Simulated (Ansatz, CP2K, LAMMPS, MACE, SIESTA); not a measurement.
# Amorphous 59Ga2O3-41P2O5 (mol %) (64 atoms): atom by atom

64 atoms (13 Fe, 9 P, 42 O) placed at random at 3.33 g/cm³, melted at 5000 K for 10 ps at fixed volume with the Morse and Coulomb pair potential with partial charges (Pedone, Malavasi, Menziani, Cormack and Segre, J. Phys. Chem. B 110, 11780 (2006)). Quenched from 5000 K to 300 K at 100 K/ps and fixed volume, held 10 ps at zero pressure, then minimised at fixed cell. Then Fe was replaced by Ga and the cell scaled by 1.005 (the potential has no terms for the new elements, so the cell is a start for a DFT relaxation).

This is the geometry as built. Method: machine-learned interatomic potential MACE MP-0b2 small, trained on PBE(+U) plane-wave data (MACE MP-0b2 small); published weights, no electronic structure; density 3.83 g/cm³.

Cell vectors (Å):

```
9.303 0.000 0.000
0.000 9.303 0.000
0.000 0.000 9.303
```

Positions (Å):

```
1 Ga 8.608 3.879 0.439
2 Ga 6.674 8.375 4.030
3 Ga 0.023 4.414 6.728
4 Ga 5.051 1.669 2.125
5 Ga 7.731 2.045 7.168
6 Ga 2.117 2.351 2.149
7 Ga 2.127 2.009 5.663
8 Ga 6.887 5.614 2.749
9 Ga 0.196 3.474 3.912
10 Ga 1.787 6.458 4.568
11 Ga 2.696 8.340 6.899
12 Ga 6.650 5.648 8.341
13 Ga 8.302 7.586 0.780
14 P 3.287 8.935 3.721
15 P 4.979 5.984 5.593
16 P 4.252 4.650 0.979
17 P 5.196 2.914 5.205
18 P 1.412 1.764 8.377
19 P 8.065 1.264 2.089
20 P 8.696 7.552 6.487
21 P 5.627 9.084 8.661
22 P 1.686 6.089 9.274
23 O 3.563 6.578 5.541
24 O 5.230 0.555 0.623
25 O 5.610 6.326 6.913
26 O 0.829 6.845 0.955
27 O 5.895 6.457 4.477
28 O 8.696 7.775 7.990
29 O 7.660 7.374 2.704
30 O 8.260 6.085 6.409
31 O 8.458 0.182 1.112
32 O 0.764 5.105 8.522
33 O 5.052 5.352 2.062
34 O 2.292 6.997 8.213
35 O 5.189 2.675 3.712
36 O 4.415 8.853 7.750
37 O 4.914 4.440 5.444
38 O 2.597 0.076 5.016
39 O 3.902 3.242 1.439
40 O 9.253 1.635 2.962
41 O 6.918 0.724 2.942
42 O 4.770 8.772 4.015
43 O 7.480 2.498 1.389
44 O 6.518 2.518 5.803
45 O 6.651 0.663 7.941
46 O 3.243 0.756 2.707
47 O 1.585 0.573 7.446
48 O 2.915 5.379 0.636
49 O 9.260 2.180 8.551
50 O 6.260 7.765 9.159
51 O 7.799 8.441 5.640
52 O 2.117 2.859 3.973
53 O 4.065 2.146 5.851
54 O 2.044 2.898 7.568
55 O 7.679 3.990 7.871
56 O 0.048 2.553 5.879
57 O 0.764 3.801 1.736
58 O 2.585 7.650 3.317
59 O 1.965 1.547 0.439
60 O 7.636 5.534 0.760
61 O 5.119 4.622 9.046
62 O 7.899 4.359 3.626
63 O 1.015 4.921 5.119
64 O 0.808 7.562 5.882
```

Predict the forces.

Columns: atom, fx, fy, fz (forces in eV/Å).

```
1 1.061 -0.654 0.850
2 0.451 -0.462 -0.525
3 0.157 0.975 -0.030
4 0.616 -0.494 -0.089
5 -0.231 -0.016 0.361
6 -1.382 0.746 -0.575
7 0.372 0.409 0.696
8 0.614 -0.354 0.141
9 -0.585 0.273 -1.248
10 -0.108 0.059 0.964
11 0.108 0.155 1.326
12 -0.711 -0.219 0.259
13 -0.210 0.504 0.347
14 1.879 -0.491 0.975
15 0.951 -0.002 0.085
16 2.447 1.078 -0.173
17 -0.448 -1.633 -0.003
18 0.670 1.095 -0.035
19 1.076 -0.201 -0.688
20 -0.454 -1.461 1.416
21 -0.086 0.738 -0.533
22 -1.034 1.319 -1.969
23 -1.074 0.106 0.328
24 -0.886 1.011 1.648
25 -0.012 0.040 1.095
26 -0.120 0.524 1.280
27 0.423 0.408 -1.082
28 0.128 1.283 0.564
29 -0.793 -0.483 0.062
30 -0.816 -2.013 -0.192
31 0.711 -1.406 -1.193
32 -0.447 -1.540 -0.443
33 -0.223 0.735 1.144
34 0.913 0.597 -0.599
35 0.090 0.262 -1.366
36 -0.902 -0.284 -0.554
37 -0.592 0.073 -0.075
38 -1.123 0.740 2.406
39 -0.924 -2.272 0.518
40 1.110 0.141 0.970
41 -2.387 -0.493 1.615
42 1.099 -0.155 -0.029
43 -0.905 1.004 -0.886
44 0.707 0.045 0.347
45 1.045 0.839 -0.921
46 -0.038 1.402 -2.012
47 0.367 -2.142 -1.380
48 -0.342 -0.026 0.902
49 -2.599 -0.131 -0.063
50 0.806 -1.423 0.193
51 -1.153 1.074 -1.064
52 -0.777 -0.111 -0.170
53 -0.591 -0.026 0.658
54 1.101 0.894 -1.268
55 0.500 -0.233 0.215
56 -0.554 0.769 -0.061
57 0.206 -0.253 0.331
58 -1.036 -1.236 -0.976
59 1.171 -0.765 1.464
60 -0.299 0.581 -0.698
61 0.317 -0.156 -1.408
62 -0.410 0.289 -0.070
63 0.368 0.084 -0.078
64 2.788 0.879 -0.708
```

The quench rate of 100 K/ps is many orders above laboratory rates, so the cell is likely richer in defects and strain than a real sample. The network of bonds at the start is that of the classical potential that made the cell, and needn't be the one that DFT or experiment would give.

The r.m.s. force component is 0.919 eV/Å; the longest force, 3.01 eV/Å, acts on O64.

[Logs are printed without paths, hosts, clocks, repeated set-up lines and the standing remarks that a program may print on its own settings, such as how far it seeks lower states.]

[Hosts, paths, dates, database ids (printed as entryN), source tags and the programs' standing remarks are cut or masked in the printed files.]
